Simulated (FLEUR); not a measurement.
# Anisotropy of free Fe(110) film, 3 layers with FLEUR, part 2 of 2

One state of free Fe(110) film, 3 layers is converged without symmetry. Force theorems then give its anisotropy.

FLEUR MaX-R8.1; PBE; all-electron FLAPW film, Dirac cores, scalar-relativistic bands.

So far. Step 2 (Reference state): After 36 cycles the largest moment stands at 2.71 μB.

**5. Spin–orbit coupling, moments along z**

Level of this step: PBE; all-electron FLAPW film, Dirac cores, scalar-relativistic bands with spin-orbit coupling (FLEUR).

Spin–orbit coupling ties the spins to the lattice and lets orbital moments form.

A new self-consistent run of the start ferro +++, with the moments along z. The k list default-1 (kpts.xml, not shown) is a Γ-centred 32×32×1 mesh.

The input, inp.xml:

```
<?xml version="1.0" encoding="UTF-8" standalone="no"?>
<fleurInput fleurInputVersion="0.39">
   <comment>
      Fe
   </comment>
   <calculationSetup>
      <cutoffs Kmax="3.68" Gmax="11.0" GmaxXC="11.0" numbands="108"/>
      <scfLoop itmax="150" minDistance="0.00002" maxIterBroyd="15" imix="Anderson" alpha="0.03" precondParam="0.0" spinf="2.0" sdNocoIR="T"/>
      <coreElectrons ctail="T" frcor="F" kcrel="0" coretail_lmax="0"/>
      <xcFunctional name="pbe" relativisticCorrections="F"/>
      <magnetism jspins="2"/>
      <soc l_soc="T" theta="0.0" phi="0.0" spav="F"/>
      <expertModes spex="0" secvar="F"/>
      <geometryOptimization l_f="F" forcealpha="1.0" forcemix="BFGS" epsdisp="0.00001" epsforce="0.00001"/>
      <ldaU l_linMix="F" mixParam="0.05" spinf="1.0"/>
   </calculationSetup>
   <cell>
      <bzIntegration valenceElectrons="48.0" mode="hist" fermiSmearingEnergy="0.00183747">
         <kPointListSelection listName="default-1"/>
         <xi:include xmlns:xi="http://www.w3.org/2001/XInclude" href="kpts.xml"> </xi:include>
      </bzIntegration>
      <xi:include xmlns:xi="http://www.w3.org/2001/XInclude" href="sym.xml"> </xi:include>
      <filmLattice scale="1.0" dVac="12.92" dTilda="15.42">
         <bravaisMatrixFilm>
            <row-1>    2.7079775365518000    -3.8296584928783730</row-1>
            <row-2>    2.7079775365518000     3.8296584928783730</row-2>
         </bravaisMatrixFilm>
         <vacuumEnergyParameters vacuum="1" spinUp="-.25" spinDown="-.25"/>
      </filmLattice>
   </cell>
   <atomSpecies>
      <species name="Iron (Fe) 2.800" element="Fe" atomicNumber="26">
         <mtSphere radius="2.23" gridPoints="737" logIncrement="0.016"/>
         <atomicCutoffs lmax="8" lnonsphr="6"/>
         <electronConfig flipSpins="F">
            <coreConfig>(1s1/2) (2s1/2) (2p1/2) (2p3/2)</coreConfig>
            <valenceConfig>(3s1/2) (3p1/2) (3p3/2) (4s1/2) (3d3/2) (3d5/2)</valenceConfig>
            <stateOccupation state="(3d3/2)" spinUp="1.4" spinDown="1.0"/>
            <stateOccupation state="(3d5/2)" spinUp="3.0" spinDown="0.6"/>
         </electronConfig>
         <energyParameters s="4" p="4" d="3" f="4"/>
         <lo type="SCLO" l="0" n="3" eDeriv="0"/>
         <lo type="SCLO" l="1" n="3" eDeriv="0"/>
      </species>
   </atomSpecies>
   <atomGroups>
      <atomGroup species="Iron (Fe) 2.800">
         <filmPos label="                   1">.0000000000 .0000000000 -3.8297153215</filmPos>
         <filmPos label="                   3">.0000000000 .0000000000 3.8297153215</filmPos>
         <force calculate="T" relaxXYZ="TTT"/>
      </atomGroup>
      <atomGroup species="Iron (Fe) 2.800">
         <filmPos label="                   2">1.000/2.000 1.000/2.000 .0000000000</filmPos>
         <force calculate="T" relaxXYZ="TTT"/>
      </atomGroup>
   </atomGroups>
   <output dos="F" band="F" slice="F">
      <bandDOS minEnergy="-.5*Htr" maxEnergy="0.5*Htr" sigma="0.015" storeEVData="T"/>
      <plotting iplot="0" polar="F">
         <plot TwoD="T" vec1="  1.0  0.0  0.0" vec2="  0.0  1.0  0.0" vec3="  0.0  0.0  1.0" zero="  0.0  0.0 -0.5" file="plot"/>
      </plotting>
      <moessbauerParams electricFieldGradient="F" isomerShift="F" coreHyperfine="F" valenceHyperfine="F"/>
   </output>
</fleurInput>
```

The input, crystal.txt:

```
Fe
&input film=T cartesian=F /
1.43300000000  -2.02656800000  0.00000000000
1.43300000000  2.02656800000  0.00000000000
0.00000000000  0.00000000000  1.00000000000
1.8897261246
1.0 1.0 1.0

3
26 0.00000000000  0.00000000000  -3.82971532153 : 2.800
26 0.50000000000  0.50000000000  0.00000000000 : 2.800
26 0.00000000000  0.00000000000  3.82971532153 : 2.800

&soc 0.0000000 0.0000000 /
&kpt div1=32 div2=32 div3=1 gamma=T /
```

Started as:

```sh
$ OMP_NUM_THREADS=1 inpgen -f crystal.txt > inpgen.log  # inp.xml is then edited as shown
$ OMP_NUM_THREADS=1 mpirun -n 4 fleur_MPI > fleur.log
```

What it wrote:

```text
[banner, memory and clock lines left out]
Welcome to FLEUR        (www.flapw.de)
      MaX-Release 8.1          (www.max-centre.eu)

 ========== k-point set info ==========
 Selected k-point list: default-1
 k-point list type: mesh
 0 x 0 x 0
 Number of k points: 516

 [... set-up left out ...]
 Iteration:     1   Distance:      26.02969627 me/bohr^3
 Iteration:     2   Distance:      11.14988495 me/bohr^3
 Iteration:     3   Distance:      11.81702755 me/bohr^3
 Iteration:     4   Distance:       9.64850976 me/bohr^3
 Iteration:     5   Distance:       6.41949745 me/bohr^3
 Iteration:     6   Distance:       5.70041329 me/bohr^3
 Iteration:     7   Distance:       4.29033495 me/bohr^3
 Iteration:     8   Distance:       4.16047660 me/bohr^3
 Iteration:     9   Distance:       2.25505393 me/bohr^3
 Iteration:    10   Distance:       1.46741130 me/bohr^3
[... 14 iterations left out ...]
 Iteration:    25   Distance:       0.00076107 me/bohr^3
 Iteration:    26   Distance:       0.00069464 me/bohr^3
 Iteration:    27   Distance:       0.00021149 me/bohr^3
 Iteration:    28   Distance:       0.00005528 me/bohr^3
 Iteration:    29   Distance:       0.00004872 me/bohr^3
 Iteration:    30   Distance:       0.00004690 me/bohr^3
 Iteration:    31   Distance:       0.00003470 me/bohr^3
 Iteration:    32   Distance:       0.00002659 me/bohr^3
 Iteration:    33   Distance:       0.00002353 me/bohr^3
 Iteration:    34   Distance:       0.00001506 me/bohr^3

 ********************************************************************
 Run finished successfully
 Stop message:
   all done
 ********************************************************************

--- out.xml (last complete iteration) ---
<iteration numberForCurrentRun="   34" overallNumber="   34">
         [... left out ...]
         <bandgap value="0.0000000000" units="eV"/>
         <sumValenceSingleParticleEnergies value="-64.2123578114" units="Htr"/>
         <FermiEnergy value="-0.1748078408" units="Htr"/>
         [... left out ...]
         <magneticMomentsInMTSpheres units="muBohr">
            <globalMagMoment atomType="1" vec="0.00000   0.00000   2.70092"/>
            <globalMagMoment atomType="2" vec="0.00000   0.00000   2.52984"/>
         </magneticMomentsInMTSpheres>
         <orbitalMomentsInMTSpheres units="muBohr">
            <globalMagMoment atomType="1" vec="0.00000   0.00000   0.05444"/>
            <globalMagMoment atomType="2" vec="0.00000   0.00000   0.04611"/>
         </orbitalMomentsInMTSpheres>
         [... left out ...]
         <totalEnergy value="    -3818.3439461095" units="Htr">
            <sumOfEigenvalues value="    -2246.9172440828">
               <coreElectrons value="-2182.7048862714"/>
               <valenceElectrons value="-64.2123578114"/>
            </sumOfEigenvalues>
         [... left out ...]
            <freeEnergy value="-3818.3449041988"/>
            <extrapolationTo0K value="-3818.3444251542"/>
         </totalEnergy>
         <densityConvergence units="me/bohr^3">
            <chargeDensity spin="1" distance="0.0000080354"/>
            <chargeDensity spin="2" distance="0.0000096231"/>
            <overallChargeDensity distance="0.0000093574"/>
            <spinDensity distance="0.0000150592"/>
         </densityConvergence>
      </iteration>
```

It took 17 min on 4 MPI ranks of Arm Neoverse V2, shared host; peak memory 1.4 GiB; 66 min of CPU time.

Spin moment in the muffin-tin sphere by atom:

```tsv
atom	spin moment in the muffin-tin sphere (μB)
Fe1	2.70
Fe2	2.53
Fe3	2.70
```

Numbers from this step:

```
free energy                                                       : -103902.4580 eV
program's band gap on this mesh (in a metal only a level spacing) : 0 eV
magnetization                                                     : 7.910 μB
final state                                                       : ferromagnetic
orbital moment along the spin                                     : 0.05444 μB
```

Orbital moment in the sphere, along the spin axis by atom:

```tsv
atom	orbital moment in the sphere, along the spin axis (μB)
Fe1	0.0544
Fe2	0.0461
Fe3	0.0544
```

**6. Results**

| Item | Value |
| --- | --- |
| reference state | ferromagnetic |
| largest sphere moment | 2.71 μB |
| easy direction of those tried | z |
| energy along x less z, force theorem | 0.479 meV a primitive cell |
| orbital moment on the atom of largest spin, along its spin (spin–orbit run) | 0.0544 μB |

By the force theorem the moments prefer z; shape anisotropy is not in it, and in a film it favours the plane. The difference for the second direction goes from 0.39 meV (mesh 21×21×1, 96 states, 2.3 min of CPU time) to 0.48 meV (mesh 32×32×1, 96 states, 5 min), so it is not converged. The orbital moment is parallel to the spin. The state was typed, and no other order was converged beside it, so it need not be the ground state.

[Logs and program files are shortened in this print: banners, set-up blocks, solver, clock and traceback lines can be left out without a mark of their own.]

[Logs are printed without paths, hosts, clocks, repeated set-up lines and the standing remarks that a program may print on its own settings, such as how far it seeks lower states.]

[Hosts, paths, dates, database ids (printed as entryN), source tags and the programs' standing remarks are cut or masked in the printed files.]

[Where a cell is said to come from a database of computed structures, the database is the Materials Project.]
